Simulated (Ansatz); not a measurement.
# How TiC (Fm-3m) expands on warming, part 2 of 3

How much does TiC expand with temperature?

Experimental results on record:
- heat capacity C_P per formula unit 33.9 J/mol/K near room temperature (given in “High-Throughput Prediction of Finite-Temperature Properties using the Quasi-Harmonic Approximation”, 2016, arXiv:1603.06924)

Ansatz 0.2.0; DFT PBEsol, scalar-relativistic, plane waves, PAW.

So far. Step 4 (Tight relaxation): The residual pressure is -0.0028 GPa, small enough for phonons. Step 5 (Relaxing at another setting): The residual pressure is -0.0033 GPa, small enough for phonons. The relaxed cell has a = 4.293 Å (conventional setting).

The database entry behind the starting cell differs from later determinations by our own check (0.1 to 0.3 % short, probably kX units), so it need not match the best structure at ambient conditions.

**6. Phonons on strained cells**

Thermal expansion follows from how the free energy of the vibrations (and of the electrons in a metal) changes with strain, so the program makes strained cells, their phonons and a fit in one run.

Input file input.yaml:

```yaml
crystal:
  lattice:
    - [0.0, 2.1465646064, 2.1465646064]
    - [2.1465646064, 0.0, 2.1465646064]
    - [2.1465646064, 2.1465646064, 0.0]
  atoms:
    - { symbol: Ti, position: [0.0, 0.0, 0.0] }
    - { symbol: C, position: [0.5, 0.5, 0.5] }
kpoints:
  mp_grid: { grid: [16, 16, 16] }
hamiltonian:
  xc: pbesol
scf:
  occupations: { method: methfessel_paxton, width: 0.2 }
  lower_state_search: "off"
output:
  eigenvalues: true
basis:
  ecutwfc: 550.0
phonons:
  method: dfpt
  qmesh: [4, 4, 4]
  temperatures: { t_max: 1200.0, t_step: 50 }
  thermal_expansion: {}
```

The run is started by

```bash
$ ansatz run input.yaml --threads 8 --pin off --max-ram 16384MiB --backend cpu --events-out ev --progress --plain --runs-dir out
```

Numbers of over 12 decimals in the logs are rounded to 6 here.

The program printed:

```text
[...]
Crystal: 2 atoms, lattice volume = 19.782 Å³
Basis set: ecut = 550 eV, 561 PW (Γ), exchange–correlation on 48×48×48 points (8 copies of the dense FFT grid, shifted against one another)
Bands: 12, of which v1, the nominal top of the filled ones, is band 8 counted from 1 (7 counted from 0)
Symmetry: 48 space group operations
[...]
k-points: 145 of 4096
[...]
SCF iter   1: F=—  HF=-2722.428626 eV  |F-HF|=—  |Δ(HF+E_count)|=         —  Δρ=1.04e-2  dr2=2.40e-2  ethr=1.77e-3  ⟨swp⟩=4.4  Hψ=8696  notcnv=0
[...]
SCF iter   7: F=-2722.422690 eV  HF=-2722.422690 eV  |F-HF|=0.00e0  |Δ(HF+E_count)|=  9.09e-13  S|Δr|=    0.00e0  Δρ=5.62e-8  dr2=2.26e-13  ethr=1.00e-12  ⟨swp⟩=5.0  Hψ=6212  notcnv=0
the search or the solves at the SCF's close seem to have found levels that the self-consistency loop had missed (the run counts 1). By its estimate they hold under 1e-12 electrons; where the run keeps them, the occupations were computed again with them
SCF 1 converged in 7 iterations: F = -2722.422690 eV  dr2 = 2.26e-13
[...]
relax step   1: F+E_penalty+E_count = -2722.42269001 eV  Δ(F+E_penalty+E_count) = +0.000e0 eV  max|allowed force component| = 3.320e-30 eV/Å  Δτ_max = 0.0000 Å  (7 SCF iters, accepted)
SCF converged after 7 iterations
[...]
Free energy (F): -2722.422690 eV
[...]
Internal energy: -2722.422278 eV  (E = F + TS)
E sigma→0 (E₀):  -2722.422587 eV
Entropy (-TS):   -0.000412 eV (-0.206 meV/atom)
Fermi energy:    15.032988 eV
[...]
--- Stress (GPa, compression-positive) ---
       -0.003287      -0.000000      -0.000000
        0.000000      -0.003287       0.000000
        0.000000       0.000000      -0.003287
  P = ⅓ Tr σ = -0.0033 GPa (-0.033 kbar)
--- Band table (eV; the first three rows and the last of 145) ---
  k-point 0: bands = [... 4 lower, 2.5450, 15.7202, 15.7202, 15.7202, 16.7764, 16.7764, 16.7764, 16.8386]
  k-point 1: bands = [... 4 lower, 2.6376, 15.2704, 15.5242, 15.5242, 16.0975, 16.0975, 17.0206, 17.8490]
  k-point 2: bands = [... 4 lower, 2.9093, 14.3776, 14.7482, 14.7482, 16.1672, 16.1672, 17.3630, 18.9500]
  k-point 144: bands = [... 4 lower, 5.5123, 11.8286, 11.8286, 12.2724, 17.9311, 17.9311, 18.7183, 20.4517]
── thermal expansion: 3 new cells, 3 in all ──
thermal expansion: relaxation of cell 2
thermal expansion: relaxation of cell 3
── thermal expansion: 2 new cells, 5 in all ──
thermal expansion: relaxation of cell 4
thermal expansion: electrons of cell 4
thermal expansion: phonons of cell 4
thermal expansion: relaxation of cell 5
thermal expansion: electrons of cell 1
thermal expansion: electrons of cell 2
thermal expansion: electrons of cell 3
thermal expansion: electrons of cell 5
thermal expansion: phonons of cell 5
── thermal expansion: 5 new cells, 10 in all ──
thermal expansion: relaxation of cell 6
thermal expansion: relaxation of cell 7
thermal expansion: relaxation of cell 8
thermal expansion: relaxation of cell 9
thermal expansion: relaxation of cell 10
thermal expansion: electrons of cell 6
thermal expansion: electrons of cell 7
thermal expansion: electrons of cell 8
thermal expansion: electrons of cell 9
thermal expansion: electrons of cell 10
thermal expansion: phonons of cell 6
thermal expansion: phonons of cell 7
--- Relaxed structure (1 steps of the walk, 1 accepted, 0 SCFs on fresh bases) ---
  F+E_penalty+E_count = -2722.42269001 eV   max|allowed force component| = 3.320e-30 eV/Å
  atoms:
    - { symbol: Ti, position: [0.0, 0.0, 0.0] }
    - { symbol: C, position: [0.5, 0.5, 0.5] }
--- Thermal expansion: 10 cells in 3 rounds, 0 GPa ---
  no lower state was looked for at cell 4: scf.lower_state_search: off
  without vibrations: a 3.03568, b 3.03568, c 3.03568 Å, V 19.7812 Å³, B 267.44 GPa
  at 0 K: a 3.04341, b 3.04341, c 3.04341 Å, V 19.9326 Å³, B 261.65 GPa
  zero-point expansion: a +0.254, b +0.254, c +0.254, V +0.765 %
      T/K        a/Å        b/Å        c/Å       V/Å³ | expansion of a, b, c, V (1e-6/K)   | that of V in the mean from 25 °C | C_P, C_V (J/mol K of the cell) | B_T, B_S (GPa)
     0.00    3.04341    3.04341    3.04341    19.9326 |    0.00    0.00    0.00    0.00 |    8.03 |     0.000     0.000 |   261.65   261.65
   150.00    3.04382    3.04382    3.04382    19.9408 |    2.77    2.77    2.77    8.30 |   13.41 |    16.053    16.020 |   260.71   261.24
   298.15    3.04584    3.04584    3.04584    19.9805 |    5.79    5.79    5.79   17.38 |       - |    34.408    34.129 |   257.30   259.40
   400.00    3.04781    3.04781    3.04781    20.0193 |    6.83    6.83    6.83   20.48 |   19.09 |    40.598    40.083 |   254.42   257.69
   550.00    3.05115    3.05115    3.05115    20.0852 |    7.68    7.68    7.68   23.05 |   20.81 |    45.400    44.516 |   249.88   254.84
   700.00    3.05480    3.05480    3.05480    20.1573 |    8.21    8.21    8.21   24.64 |   22.02 |    48.002    46.737 |   245.14   251.77
   850.00    3.05866    3.05866    3.05866    20.2338 |    8.61    8.61    8.61   25.84 |   22.98 |    49.686    48.025 |   240.23   248.54
  1000.00    3.06269    3.06269    3.06269    20.3140 |    8.96    8.96    8.96   26.88 |   23.79 |    50.948    48.869 |   235.18   245.19
  1150.00    3.06689    3.06689    3.06689    20.3976 |    9.29    9.29    9.29   27.87 |   24.51 |    52.007    49.484 |   229.99   241.72
  1200.00    3.06832    3.06832    3.06832    20.4262 |    9.40    9.40    9.40   28.20 |   24.74 |    52.336    49.657 |   228.23   240.54
  the static fit leaves 0.001 meV an atom of the energies and, of the stresses, 0.000 GPa of each cell's largest along a strain (root mean squares over the cells), whose Pulay part it has at -0.024 GPa
  vibrations' free energy: its fit passes through its cells
  the electrons' free energy at temperature is in it; its fit leaves 0.0002 meV an atom at the most
  free energies summed between the sampled wave vectors
  estimated error of the fitted expansion in any direction: up to 0.016e-6/K, at 1200 K, with few degrees of freedom (an estimate, not a bound: it was exceeded on models of known expansion)
  by sums over the sampled wave vectors an expansion of the volume parts by up to 0.13e-6/K
  by a static energy of one degree less an expansion of the volume parts by up to 0.02e-6/K
```

It took 11 min on 8 threads of Arm Neoverse V2, shared host; peak memory 3.5 GiB.

This step gave:

```yaml
pressure: -0.003287 GPa
volume_expansion_coefficient_at_298_k: 17.38 1e-6/K
c_p_at_298_k: 17.20 J/mol-atom/K
entropy_at_298_k: 12.34 J/mol-atom/K
isothermal_bulk_modulus_at_298_k: 257.3 GPa
grueneisen_parameter_at_298_k: 1.577
volume_at_298_k: 9.990 Å³/atom
principal_linear_expansion_coefficients_at_298_k: 5.794, 5.794, 5.794 1e-6/K
```

Strained cells of the study; zero-point energy where phonons were solved; the pressures are stresses at a fixed cutoff and can carry an offset from the finite basis. Expansion cells, by row:

```
cell  |a| (Å)  |b| (Å)  |c| (Å)  V (Å³/atom)  E - E_lowest (meV/atom)  pressure, compression positive (GPa)  gap (eV)  zero-point energy (meV/atom)
   1    3.036    3.036    3.036        9.891                        0                                -0.028         -                             -
   2     3.06     3.06     3.06        10.13                    4.649                                -6.121         -                             -
   3    3.012    3.012    3.012        9.657                    4.788                                 6.678         -                             -
   4    3.036    3.036    3.036        9.893                    0.001                                -0.075         -                         84.71
   5    3.051    3.051    3.051        10.04                    1.876                                -3.955         -                         82.84
   6    3.065    3.065    3.065        10.18                    6.671                                 -7.27         -                         81.15
   7    3.079    3.079    3.079        10.32                     14.8                                -10.56         -                         79.38
   8    3.006    3.006    3.006        9.601                    7.447                                 8.415         -                             -
   9    3.021    3.021    3.021        9.746                     1.82                                 4.045         -                             -
  10    3.101    3.101    3.101        10.55                    32.73                                -15.14         -                             -
```

Quasi-harmonic; a, b, c are the run's own cell vectors. Expansion, by row:

```
T (K)  a (Å)  b (Å)  c (Å)  alpha (deg)  beta (deg)  gamma (deg)  cell volume (Å³/cell)  alpha_a (1e-6/K)  alpha_b (1e-6/K)  alpha_c (1e-6/K)  alpha_V (1e-6/K)  C_P (J/mol-atom/K)  C_V (J/mol-atom/K)  S (J/mol-atom/K)  B_T (GPa)  B_S (GPa)  Grueneisen  extrapolation  fit error (1e-6/K)
    0  3.043  3.043  3.043           60          60           60                  19.93                 0                 0                 0                 0                   0                   0                 0      261.6      261.6           -              0                   0
   50  3.043  3.043  3.043           60          60           60                  19.93              0.15              0.15              0.15              0.46               0.472               0.472             0.137      261.6      261.6       1.519              0                   0
  100  3.044  3.044  3.044           60          60           60                  19.93               1.3               1.3               1.3               3.9               3.735               3.732             1.324      261.4      261.5       1.638              0                   0
  150  3.044  3.044  3.044           60          60           60                  19.94              2.77              2.77              2.77               8.3               8.026                8.01              3.65      260.7      261.2       1.623              0                   0
  200  3.044  3.044  3.044           60          60           60                  19.95              4.06              4.06              4.06             12.17                11.9               11.85             6.506      259.7      260.7       1.601              0                   0
  250  3.045  3.045  3.045           60          60           60                  19.96              5.06              5.06              5.06             15.18               14.97               14.88             9.507      258.6      260.1       1.586              0                   0
298.1  3.046  3.046  3.046           60          60           60                  19.98              5.79              5.79              5.79             17.38                17.2               17.06             12.34      257.3      259.4       1.577              0                   0
  300  3.046  3.046  3.046           60          60           60                  19.98              5.82              5.82              5.82             17.46               17.28               17.14             12.45      257.2      259.4       1.577              0                   0
  350  3.047  3.047  3.047           60          60           60                     20              6.39              6.39              6.39             19.17                  19                18.8             15.25      255.9      258.6       1.571              0                   0
  400  3.048  3.048  3.048           60          60           60                  20.02              6.83              6.83              6.83             20.48                20.3               20.04             17.88      254.4      257.7       1.567              0                   0
  450  3.049  3.049  3.049           60          60           60                  20.04              7.17              7.17              7.17             21.52                21.3               20.98             20.33      252.9      256.8       1.566              0                0.01
  500   3.05   3.05   3.05           60          60           60                  20.06              7.45              7.45              7.45             22.36               22.07                21.7             22.61      251.4      255.8       1.565              0                0.01
  550  3.051  3.051  3.051           60          60           60                  20.09              7.68              7.68              7.68             23.05                22.7               22.26             24.75      249.9      254.8       1.565              0                0.01
  600  3.052  3.052  3.052           60          60           60                  20.11              7.88              7.88              7.88             23.65               23.21               22.71             26.74      248.3      253.8       1.566              0                0.01
  650  3.054  3.054  3.054           60          60           60                  20.13              8.06              8.06              8.06             24.17               23.64               23.07             28.62      246.7      252.8       1.567              0                0.01
  700  3.055  3.055  3.055           60          60           60                  20.16              8.21              8.21              8.21             24.64                  24               23.37             30.38      245.1      251.8       1.569              0                0.01
  750  3.056  3.056  3.056           60          60           60                  20.18              8.36              8.36              8.36             25.07               24.32               23.62             32.05      243.5      250.7       1.571              0                0.01
  800  3.057  3.057  3.057           60          60           60                  20.21              8.49              8.49              8.49             25.47               24.59               23.83             33.63      241.9      249.6       1.573              0                0.01
  850  3.059  3.059  3.059           60          60           60                  20.23              8.61              8.61              8.61             25.84               24.84               24.01             35.13      240.2      248.5       1.575              0                0.01
  900   3.06   3.06   3.06           60          60           60                  20.26              8.73              8.73              8.73              26.2               25.07               24.17             36.55      238.6      247.4       1.578              0                0.01
  950  3.061  3.061  3.061           60          60           60                  20.29              8.85              8.85              8.85             26.55               25.28               24.31             37.92      236.9      246.3        1.58              0                0.01
 1000  3.063  3.063  3.063           60          60           60                  20.31              8.96              8.96              8.96             26.88               25.47               24.43             39.22      235.2      245.2       1.583              0                0.01
 1050  3.064  3.064  3.064           60          60           60                  20.34              9.07              9.07              9.07             27.21               25.66               24.55             40.47      233.5      244.1       1.585              0                0.01
 1100  3.065  3.065  3.065           60          60           60                  20.37              9.18              9.18              9.18             27.54               25.83               24.65             41.66      231.7      242.9       1.588              0                0.01
 1150  3.067  3.067  3.067           60          60           60                   20.4              9.29              9.29              9.29             27.87                  26               24.74             42.81        230      241.7       1.591              0                0.01
 1200  3.068  3.068  3.068           60          60           60                  20.43               9.4               9.4               9.4              28.2               26.17               24.83             43.92      228.2      240.5       1.594              0                0.02
```

The expansion coefficient by temperature; values in 1e-6/K:

```
temperature (K)  volume  principal 1
              0       0            0
             50    0.46         0.15
            100     3.9          1.3
            150     8.3         2.77
            200    12.2         4.06
            250    15.2         5.06
            298    17.4         5.79
            300    17.5         5.82
            350    19.2         6.39
            400    20.5         6.83
            450    21.5         7.17
            500    22.4         7.45
            550    23.1         7.68
            600    23.6         7.88
            650    24.2         8.06
            700    24.6         8.21
            750    25.1         8.36
            800    25.5         8.49
            850    25.8         8.61
            900    26.2         8.73
            950    26.6         8.85
           1000    26.9         8.96
           1050    27.2         9.07
           1100    27.5         9.18
           1150    27.9         9.29
           1200    28.2          9.4
```

At 298 K the volume expansion is 17.4 × 10⁻⁶/K and B_T is 257 GPa.

(Continued in part 3 of 3.)

[Logs are printed without paths, hosts, clocks, repeated set-up lines and the standing remarks that a program may print on its own settings, such as how far it seeks lower states.]

[Hosts, paths, dates, database ids (printed as entryN), source tags and the programs' standing remarks are cut or masked in the printed files.]

[A step with changed settings may run another functional than the one named; its input shows which.]
